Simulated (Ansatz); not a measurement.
# What PbO (model cell, started as layered BN type) distorts into, part 3 of 3

Which phase does PbO (model cell, started as layered BN type) fall into along its unstable mode, and how much energy does it gain?

Ansatz 0.2.0; DFT PBEsol, scalar-relativistic, plane waves, PAW; PAW set soft_1.

So far. Step 5 (Energy along the mode, all amplitudes (two of the runs …): The lowest of the steps tried is at 0.32 Å, 40.6 meV/atom below the parent; the bottom of the well need not coincide with a step. Step 7 (The new phase in its own primitive cell): The largest force component left is 0.53 meV/Å and the pressure is 0.004 GPa, within the tolerances set. The cell now holds 22.04 Å³/atom. The relaxed cell has a = 3.999, c = 6.366 Å (conventional setting).

The structure was built from a prototype and need not be the compound's stable phase.

### Step 8. Modes of the new phase

A relaxed structure may still be a saddle point, so its zone-centre modes are computed. The response to a homogeneous field gives the Born charges and the dielectric tensor, and its change with displacement the Raman tensors.

The input, input.yaml:

```yaml
crystal:
  lattice:
    - [3.9990126387, 0.0, 0.0]
    - [-1.9995063194, 3.4632465352, 0.0]
    - [0.0, 0.0, 6.366361008]
  atoms:
    - { symbol: Pb, position: [0.3333333333, 0.6666666667, 0.2230273838] }
    - { symbol: Pb, position: [0.6666666667, 0.3333333333, 0.7769726162] }
    - { symbol: O, position: [0.6666666667, 0.3333333333, 0.1302892221] }
    - { symbol: O, position: [0.3333333333, 0.6666666667, 0.8697107779] }
kpoints:
  mp_grid: { grid: [9, 9, 4] }
hamiltonian:
  xc: pbesol
  pseudopotentials: { kind: paw, azcp: { folder: soft_1 }, xc_functional: pbe }
scf:
  occupations: { method: fixed }
output:
  eigenvalues: true
phonons:
  method: dfpt
  dielectric: true
  rigid_motions: translations
  raman: true
```

Run with:

```bash
> ansatz run input.yaml --threads 4 --pin off --max-ram 10240MiB --backend cpu --events-out ev --progress --plain --runs-dir out
```

Numbers of over 12 decimals in the logs are rounded to 6 here.

What it wrote:

```text
[...]
Crystal: 4 atoms, lattice volume = 88.171 Å³
Basis set: ecut = 420 eV, 1725 PW (Γ), exchange–correlation on 54×54×90 points (8 copies of the dense FFT grid, shifted against one another)
Bands: 24, of which v1, the nominal top of the filled ones, is band 20 counted from 1 (19 counted from 0)
Symmetry: 12 space group operations
k-points: 95 of 324 (irreducible under 2 space group operations, time reversal used)
[...]
SCF iter   1: F=—  HF=-24635.462590 eV  |F-HF|=—  |Δ(HF+E_count)|=         —  Δρ=3.76e-2  dr2=1.67e0  ethr=3.10e-3  ⟨swp⟩=5.0  Hψ=8589  notcnv=0  defer=182
[...]
SCF iter  11: F=-24635.052104 eV  HF=-24635.052104 eV  |F-HF|=9.09e-11  |Δ(HF+E_count)|=   1.15e-9  Δρ=2.81e-7  dr2=9.52e-11  ethr=1.00e-12  ⟨swp⟩=10.3  Hψ=15346  notcnv=0
SCF 1 converged in 11 iterations: F = -24635.052104 eV  dr2 = 9.52e-11
[...]
NSCF: frozen V_eff on 4 k-points
DFPT response loops at Γ: preconditioner auto → Resta (q_TF=auto, 2.392 Å⁻¹)  ε∞=6.6 (no band partly filled); β = 1.00, the filter's whole step (`scf.mixing.beta` (0.50) is not read by the response loops at its default; to damp them type it under 1.00, their step now; it binds the ground state too); Broyden in place of MSR1
── the response to a field inside a basis, on 10×10×6 k-points: an SCF that follows is theirs, and a resumed run solves both again ──
Bands: 21, of which v1, the nominal top of the filled ones, is band 20 counted from 1 (19 counted from 0)
k-points: 165
[...]
Eigensolver: Dense (165 Hₖ)
SCF iter   1: F=—  HF=-24635.043365 eV  |F-HF|=—  |Δ(HF+E_count)|=         —  Δρ=2.20e-4  dr2=8.34e-6  ethr=1.00e-1
[...]
SCF iter   6: F=-24635.043368 eV  HF=-24635.043368 eV  |F-HF|=2.55e-11  |Δ(HF+E_count)|=  2.36e-10  Δρ=1.25e-7  dr2=2.14e-11  ethr=1.00e-12
SCF 1 converged in 6 iterations: F = -24635.043368 eV  dr2 = 2.14e-11
[...]
SCF converged after 11 iterations
Free energy (F): -24635.052104 eV
[...]
Internal energy: -24635.052104 eV  (E = F + TS)
E sigma→0 (E₀):  -24635.052104 eV
Fermi energy:    7.046397 eV
[...]
--- Band table (eV; the first three rows and the last of 95) ---
  k-point 0: bands = [... 16 lower, 4.3042, 5.4027, 5.4027, 7.0464, 10.2025, 12.6030, 12.6030, 13.4832]
  k-point 1: bands = [... 16 lower, 4.3159, 5.3966, 5.3966, 6.7640, 9.8758, 12.4683, 12.4683, 13.0614]
  k-point 2: bands = [... 16 lower, 4.3281, 5.3906, 5.3906, 6.3121, 9.6572, 12.3546, 12.3546, 12.7836]
  k-point 94: bands = [... 16 lower, 4.5670, 5.0111, 6.0915, 6.7852, 9.8226, 9.8228, 11.5093, 12.3960]
--- Phonons (Γ-DFPT): 4 representative perturbations + reference, on 95 of 324 k-points (Σ response iterations 15) ---
  k mesh reduced under 2 symmetry operations, with k and −k counted as one. Each operation leaves every solved perturbation unchanged. A smaller set is not considered because the run solves the response to a homogeneous field
  ASR residual: 1.302e-4 → 0.000e0 eV/Å²; symmetrization residual: 4.972e-6 eV/Å²
  ASR residual per site (eV/Å²): 9.69e-5 9.69e-5 1.30e-4 1.30e-4
[...]
ε∞ (high-frequency dielectric tensor):
        5.668593    -0.000000     0.000000
       -0.000000     5.668593    -0.000000
        0.000000    -0.000000     5.500282
  ε⁰ (static dielectric tensor: ions relaxed, cell fixed):
       12.359922    -0.000000     0.000000
       -0.000000    12.359922    -0.000000
        0.000000    -0.000000     7.592286
  ε⁰ − ε∞ (ionic part):
        6.691329    -0.000000     0.000000
       -0.000000     6.691329    -0.000000
        0.000000    -0.000000     2.092003
  softest optical mode at Γ: 70.31 cm⁻¹; the repairs (sum rule, projections) moved no ω² at Γ by more than (1.80 cm⁻¹)²
  Born effective charges Z* (e; rows j = field, columns β = displacement):
    site 0:
         2.53791   -0.00000    0.00000
        -0.00000    2.53791   -0.00000
         0.00000   -0.00000    2.16567
    site 1:
         2.53791   -0.00000    0.00000
        -0.00000    2.53791   -0.00000
         0.00000   -0.00000    2.16567
    site 2:
        -2.53791    0.00000   -0.00000
         0.00000   -2.53791    0.00000
        -0.00000    0.00000   -2.16567
    site 3:
        -2.53791    0.00000   -0.00000
         0.00000   -2.53791    0.00000
        -0.00000    0.00000   -2.16567
  Z* charge neutrality: 6.772e-4 e pre-enforcement
  solved inside a basis spanned on kpoints, on 10×10×6 k-points transformed towards the longest dipole: ε∞ is read to err by 1.7e-2, Z* by 1.5e-2 e (field_mesh: kpoints solves on kpoints); Z* is corrected for what the basis lacks
  Raman tensors (in the event stream and the table raman_tensors.tsv): an entry may err by 2.8e-1 Å², one of the second-order susceptibility by 3.2e-20 pm/V (basis, points and sum rule); their sum over the sites missed zero by 7.119e-15 Å² ahead of its enforcement
  optical modes at Γ without the LO–TO term, one row a degenerate level:
      ω (cm⁻¹)  modes    IR ((D/Å)²/amu)  static Raman (Å⁴/amu)  depolarisation
         70.31      2             0.0000                14.8531           0.750
        131.55      1             0.0000               194.1460           0.043
        268.96      2            40.0207                 0.0000               —
        332.15      2             0.0000               241.1633           0.750
        392.66      1             0.0000               191.8312           0.100
        410.47      1            14.5708                 0.0000               —
  optical modes at Γ + LO–TO along q̂ = [1.0000, 0.0000, 0.0000]:
      ω (cm⁻¹)  modes    IR ((D/Å)²/amu)  static Raman (Å⁴/amu)  depolarisation
         70.31      2             0.0000                14.8531           0.750
        131.55      1             0.0000               194.1460           0.043
        268.96      1            20.0104                 0.0000               —
        332.15      2             0.0000               241.1633           0.750
        392.66      1             0.0000               191.8312           0.100
        397.15      1            20.0104                 0.0000               —
        410.47      1            14.5708                 0.0000               —
  optical modes at Γ + LO–TO along q̂ = [0.0000, 1.0000, 0.0000]:
      ω (cm⁻¹)  modes    IR ((D/Å)²/amu)  static Raman (Å⁴/amu)  depolarisation
         70.31      2             0.0000                14.8531           0.750
        131.55      1             0.0000               194.1460           0.043
        268.96      1            20.0104                 0.0000               —
        332.15      2             0.0000               241.1633           0.750
        392.66      1             0.0000               191.8312           0.100
        397.15      1            20.0104                 0.0000               —
        410.47      1            14.5708                 0.0000               —
  optical modes at Γ + LO–TO along q̂ = [0.0000, 0.0000, 1.0000]:
      ω (cm⁻¹)  modes    IR ((D/Å)²/amu)  static Raman (Å⁴/amu)  depolarisation
         70.31      2             0.0000                14.8531           0.750
        131.55      1             0.0000               194.1460           0.043
        268.96      2            40.0207                 0.0000               —
        332.15      2             0.0000               241.1633           0.750
        392.66      1             0.0000               191.8312           0.100
        482.25      1            14.5708                 0.0000               —
```

It took 9.1 min on 4 threads of Arm Neoverse V1, shared host; peak memory 2.5 GiB.

Numbers from this step:

```yaml
sum_rule_residual_before_enforcement: 1.30e-4 eV/Å²
miss_of_the_charge_sum_rule: 6.77e-4 e
estimated_error_of_the_dielectric_tensor: 0.01695
estimated_error_of_the_born_charges: 0.01469 e
point_group: -3m
highest_optical_mode_at_the_zone_centre_no_lo_to_term: 410.5 cm⁻¹
lowest_optical_zone_centre_mode: 70.31 cm⁻¹
mean_high_frequency_dielectric_constant: 5.612
largest_born_charge_third_of_the_trace: 2.414 e
mean_static_dielectric_constant: 10.77
top_of_the_zone_centre_spectrum_with_the_field: 482.2 cm⁻¹
```

Without the LO-TO term. Patterns of degenerate modes are one choice out of their space. Modes at Γ, with each element's share of the kinetic energy:

```
mode  frequency (cm⁻¹)  symmetry  Pb %  O %
   1               0.0  acoustic    93    7
   2               0.0  acoustic    93    7
   3               0.0  acoustic    93    7
   4              70.3        Eg    99    1
   5              70.3        Eg    99    1
   6             131.6       A1g   100    0
   7             269.0        Eu     7   93
   8             269.0        Eu     7   93
   9             332.1        Eg     1   99
  10             332.1        Eg     1   99
  11             392.7       A1g     0  100
  12             410.5       A2u     7   93
```

Displacements in mode 5 (70.3 cm⁻¹), the largest set to 1:
```
Pb1  0.00  1.00  0.00
Pb2  0.00 -1.00  0.00
O3   0.00  0.44  0.00
O4   0.00 -0.44  0.00
```

Displacements in mode 12 (410.5 cm⁻¹), the largest set to 1:
```
Pb1  0.00  0.00 -0.08
Pb2  0.00  0.00 -0.08
O3   0.00  0.00  1.00
O4   0.00  0.00  1.00
```

Optical modes at the zone centre, without and with the macroscopic field of the longitudinal modes; each column is sorted by frequency, so a row need not hold one and the same mode. Modes with and without the field, by row:

```
rank among optical modes  no field (cm⁻¹)  q along (1, 0, 0) (cm⁻¹)  q along (0, 0, 1) (cm⁻¹)
                       1             70.3                      70.3                      70.3
                       2             70.3                      70.3                      70.3
                       3            131.6                     131.6                     131.6
                       4              269                       269                       269
                       5              269                     332.1                       269
                       6            332.1                     332.1                     332.1
                       7            332.1                     392.7                     332.1
                       8            392.7                     397.1                     392.7
                       9            410.5                     410.5                     482.2
```

Born charge (rows field, columns displacement) (e), principal values of the symmetric part by kind of site:

```
atom  atoms with these values    low  middle   high   mean
 Pb1                        2   2.17    2.54   2.54   2.41
  O3                        2  -2.54   -2.54  -2.17  -2.41
```

In full for O3:

```
-2.54  0.00  0.00
 0.00 -2.54  0.00
 0.00  0.00 -2.17
```

High-frequency dielectric tensor:

```
5.67 0.00 0.00
0.00 5.67 0.00
0.00 0.00 5.50
```

Static dielectric tensor (ions relaxed, fixed cell):

```
12.36  0.00  0.00
 0.00 12.36  0.00
 0.00  0.00  7.59
```

Transverse modes. Lines of the infrared spectrum (strongest = 100):

```
position (cm⁻¹)  label  relative intensity
             70     Eg                 0.0
            132    A1g                 0.0
            269     Eu                 100
            332     Eg                 0.0
            393    A1g                 0.0
            410    A2u                  36
```

Activity x (w_L - w)^4 (n + 1)/w, 532 nm, 300 K; the tensors are static ones, while 532 nm light lies above the computed direct gap, where resonance would change the heights; modes without the macroscopic field alone. Raman lines, with heights relative to the strongest:

```
position (cm⁻¹)  label  relative intensity
             70     Eg                  24
            132    A1g                 100
            269     Eu                 0.0
            332     Eg                  28
            393    A1g                  17
            410    A2u                 0.0
```

Before it was imposed, the acoustic sum rule was missed by 1.3e-4 eV/Å² and the charge sum rule by 6.8e-4 e. Small misses are needed for a sound result but don't prove that mesh and cutoff are converged. The lowest optical mode is real, 70.3 cm⁻¹.

### Step 9. Outcome

- unstable mode of the parent: q = (0, 0, 0), 205i cm⁻¹
- depth at the lowest point sampled: 40.6 meV/atom
- largest atomic shift at that point: 0.32 Å
- space group reached (within 0.01 Å): P-3m1
- energy gained over the parent (first relaxation, on the mesh of the frozen mode): 127 meV/atom
- volume per atom, phase reached: 22.0 Å³
- gap on the k-mesh, phase reached: 1.39 eV
- lowest optical zone-centre mode, phase reached: 70.3 cm⁻¹
- highest optical mode at the zone centre (no LO-TO term), phase reached: 410 cm⁻¹

In words: Along this mode the structure falls into P-3m1, 127 meV/atom below the parent. At the parent's cell the well is 40.62 meV/atom deep on the steps tried, with its lowest point at a shift of 0.32 Å. Relaxing atoms and cell changes the gain by +86.63 meV/atom against the lowest step (energies at zero smearing). Most of the total comes from this relaxation. The new phase has no imaginary mode at the zone centre of its cell; other wavevectors were not checked. Of the 2 patterns followed to their end from this parent, this one reaches the lowest energy. Another end point lies within 1 meV/atom; how such a difference moves with mesh and cutoff was not tested. Each path keeps the symmetry of its pattern, so a lower phase may lie along a pattern not tried. The program warns that the interpolation holds no quadrupole term, so branches close to Γ can be off in this crystal. Spin-orbit coupling is left out, which can matter for the heavy elements here. The PAW files were made for PBE and serve the other functionals too. The starting cell was built on a prototype and not taken from a measurement, so the phase need not exist.

[Logs are printed without paths, hosts, clocks, repeated set-up lines and the standing remarks that a program may print on its own settings, such as how far it seeks lower states.]

[Hosts, paths, dates, database ids (printed as entryN), source tags and the programs' standing remarks are cut or masked in the printed files.]
